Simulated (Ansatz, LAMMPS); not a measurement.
# An extra electron or hole in a frame of Zn2+ triflate in diethyl carbonate and gamma-butyrolactone from 300 K (155 atoms): runs compared

Aim: add and remove one electron in a frame of Zn2+ triflate in diethyl carbonate and gamma-butyrolactone from 300 K (155 atoms), with atoms held and relaxed, and read trapping energy and localisation.

Computed with Ansatz 0.2.0: Kohn-Sham DFT, PBE+D4, PAW (set soft_2), plane waves.

**1. The cell as built**

The cell holds 155 atoms: 43 C, 29 O, 74 H, 2 S, 6 F and 1 Zn. Its edges and angles: a = 12.110 Å, b = 12.110 Å, c = 12.110 Å, α = 90.0°, β = 90.0°, γ = 90.0°. 5 diethyl carbonate, 4 gamma-butyrolactone, 1 Zn2+, 2 triflate placed at random, at 1.21 g/cm³; overlaps pushed apart, then 10 ps at 550 K with divalent ions of Li, Roberts, Chakravorty and Merz (J. Chem. Theory Comput. 9, 2733 (2013)); MMFF94 bonds, angles, torsions, charges and radii (Halgren, J. Comput. Chem. 17, 490 (1996)) in harmonic and 12-6 forms; charges of ions scaled by 0.8. Snapshot after 30 ps at 300 K and fixed volume.

Limits known from the start: The network of contacts between molecules at the start is that of the classical potential that made the cell, and needn't be the one that DFT or experiment would give. The Brillouin zone is sampled at Γ only, in a cell whose shortest periodic width is 12 Å. The liquid is relaxed first, so the results are those of a frozen frame at zero temperature.

**2. The reference run**

The reference is a single point at the end of the relaxation.

The charged cells start from the geometry of this run, on a uniform background, with spin and a narrow Fermi–Dirac smearing.

Its input, with most atom lines left out:

```yaml
crystal:
  lattice:
    - [12.11045, 0.0, 0.0]
    - [0.0, 12.11045, 0.0]
    - [0.0, 0.0, 12.11045]
  atoms:
    - { symbol: C, position: [0.96218, 0.31182, 0.96601] }
    - { symbol: C, position: [0.08301, 0.28457, 0.98318] }
    - { symbol: O, position: [0.10001, 0.16583, 0.99139] }
    - { symbol: C, position: [0.09122, 0.1233, 0.09357] }
    - { symbol: O, position: [0.06865, 0.17374, 0.17765] }
    - { symbol: O, position: [0.11245, 0.01452, 0.08595] }
    - { symbol: C, position: [0.10775, 0.95342, 0.18946] }
    [... atom lines 8 to 155 left out ...]
kpoints:
  mp_grid: { grid: [1, 1, 1] }
hamiltonian:
  xc: pbe
  dispersion: d4
scf:
  occupations: { method: fixed }
output:
  forces: true
  stress: true
  populations: intrinsic
  dos:
    method: { smearing: { sigma: 0.15 } }
    de: 0.1
    projected: { site_lists: { C: [C], F: [F], H: [H], O: [O], S: [S] } }
  eigenvalues: true
  write_density: true
  write_potential: true
  volumetric_format: npy
  elf: true
```

```
free energy per atom   : -247.7240 eV/atom
r.m.s. force component : 0.00626 eV/Å
pressure               : -0.3493 GPa
```

Filled and empty levels are parted by 3.98 eV (at Γ alone); a semilocal functional tends to put such gaps too low. In a disordered cell it changes from sample to sample and from frame to frame.

**3. The runs**

Each row is one run, on 4 threads of AMD EPYC 9R14 (Zen 4), shared host. The free energy is the program's total, comparable only between runs with the same functional, potentials and atoms; between charge states it hangs on the program's zero of potential.

| run | atoms | outcome | ionic steps, all passes | free energy (eV) | time | host memory (GiB) |
| --- | --- | --- | --- | --- | --- | --- |
| Single point at the start | 155 | converged | - | -38388.271 | 11 s | 2.2 |
| Relaxation | 155 | converged | 54 | -38397.216 | 7.6 min | 2.2 |
| Single point at the relaxed geometry | 155 | converged | - | -38397.216 | 19 s | 2.4 |
| An extra electron, atoms held | 155 | converged | - | -38393.608 | 75 s | 4.0 |
| An extra electron, atoms relaxed | 155 | converged | 17 | -38394.282 | 5.9 min | 3.9 |
| An extra electron, levels at the relaxed geometry | 155 | converged | - | -38394.282 | 47 s | 4.0 |
| Neutral at the geometry of the electron | 155 | converged | - | -38395.398 | 19 s | 2.4 |
| An extra hole, atoms held | 155 | converged | - | -38395.750 | 2.1 min | 4.0 |
| An extra hole, atoms relaxed | 155 | converged | 7 | -38395.814 | 5.5 min | 3.9 |
| An extra hole, levels at the relaxed geometry | 155 | converged | - | -38395.814 | 2 min | 4.0 |
| Neutral at the geometry of the hole | 155 | converged | - | -38397.145 | 19 s | 2.4 |

In some runs the program notes that the exchange-correlation potential is rough where the density is thin and the dispersion model switches parameters near this geometry. Further notices: relaxed geometry near dispersion switch.

Local excerpt of 8 atoms (numbers count through the whole input) about Zn155, which holds the most spin of the extra electron after relaxation; x, y, z are measured from there.

| atom | x | y | z | distance (Å) | intrinsic-atomic-orbital charge (e) | moment (μB) |
| --- | --- | --- | --- | --- | --- | --- |
| Zn155 | 0.00 | 0.00 | 0.00 | 0.00 | 0.91 | 0.24 |
| O91 | -0.03 | 2.30 | 0.03 | 2.30 | -0.51 | 0.03 |
| O77 | -0.09 | 0.33 | -2.28 | 2.31 | -0.57 | 0.01 |
| O127 | -2.23 | -0.13 | 0.61 | 2.31 | -0.53 | 0.01 |
| O115 | -0.27 | -2.28 | -0.42 | 2.34 | -0.51 | 0.02 |
| O141 | 2.55 | 0.52 | -0.01 | 2.61 | -0.95 | 0.02 |
| H85 | -1.78 | 1.94 | -1.86 | 3.22 | 0.19 | 0.00 |
| C116 | 0.56 | -3.04 | -0.92 | 3.23 | 0.53 | 0.02 |

The surroundings of O150, which holds the most spin of the extra hole after relaxation, nearest first, numbered as they follow in the input and with coordinates relative to it.

| atom | x | y | z | distance (Å) | intrinsic-atomic-orbital charge (e) |
| --- | --- | --- | --- | --- | --- |
| O150 | 0.00 | 0.00 | 0.00 | 0.00 | -0.84 |
| S148 | -0.16 | -1.46 | 0.01 | 1.46 | 2.23 |
| O149 | 0.96 | -2.19 | -0.58 | 2.46 | -0.84 |
| O147 | -0.62 | -2.01 | 1.29 | 2.47 | -0.84 |
| H135 | -2.12 | 1.30 | 0.60 | 2.56 | 0.19 |
| C151 | -1.58 | -1.78 | -1.17 | 2.65 | 0.58 |
| F152 | -1.29 | -1.29 | -2.40 | 3.01 | -0.27 |
| F153 | -2.71 | -1.20 | -0.73 | 3.05 | -0.26 |

**4. Energies and spread of the extra charge**

Energies are differences within one cell and functional; the shift is the gain plus the neutral cell's energy at the new geometry, that is how much cheaper the vertical process becomes there. The spread is the participation number of the site moments (1/Σw², over the spin inside atomic spheres), with the atom that holds the largest share and the spin that the spheres hold in all.

| carrier | charged less neutral, atoms held (eV) | gain on relaxing (eV) | neutral cell at that geometry, less the reference (eV) | shift of the vertical energy (eV) | spread, atoms held | spread, relaxed |
| --- | --- | --- | --- | --- | --- | --- |
| electron | 3.608 | 0.675 | 1.818 | 2.492 | 15; C128 14 % of 0.41 μB | 3; Zn155 60 % of 0.40 μB |
| hole | 1.466 | 0.064 | 0.071 | 0.135 | 13; O149 13 % of 0.65 μB | 11; O150 15 % of 0.65 μB |

**5. What came out**

The extra electron gains 0.67 eV as the atoms relax, and its spin goes from about 15 to 3 atoms: the atoms trap it, with the largest share on Zn155. The Zn155–O141 distance goes from 2.01 to 2.61 Å. With the atoms held, the spheres hold only 0.41 of the 1.00 μB, so the spread is read from a small part of the spin. The extra hole gains 0.064 eV as the atoms relax, and its spin goes from about 13 to 11 atoms. The hole is shared among 4 partly filled levels, as near-degenerate levels under the smearing give, and as self-interaction favours. Adding the two vertical energies gives 5.07 eV, against a gap of 3.98 eV in the neutral cell. The zero of the potential cancels in this sum; the excess isn't taken apart here: charging of a small cell, filling of bands on a coarse mesh and the attraction to the background can all enter.

Caveats: Single energies of charged cells hang on the program's zero of potential. In the spin-polarised runs the search for a state of lower energy was switched off. No distortion was seeded, so a trapped state behind a barrier can't be found. Local and semilocal functionals favour spread-out charges, so trapping can be missed. The density was typed from a rule of thumb and may lie off the real one at this temperature. Charged cells carry a uniform background, with no correction for images.

The DFT runs together took 26 min of wall time.

[Logs are printed without paths, hosts, clocks, repeated set-up lines and the standing remarks that a program may print on its own settings, such as how far it seeks lower states.]

[Hosts, paths, dates, database ids (printed as entryN), source tags and the programs' standing remarks are cut or masked in the printed files.]

[The MMFF94 radii named for the starting cell were scaled by 0.96; in molecules described by MMFF94, hydrogen bound to N, O or S took a small fixed 12-6 site in their place.]
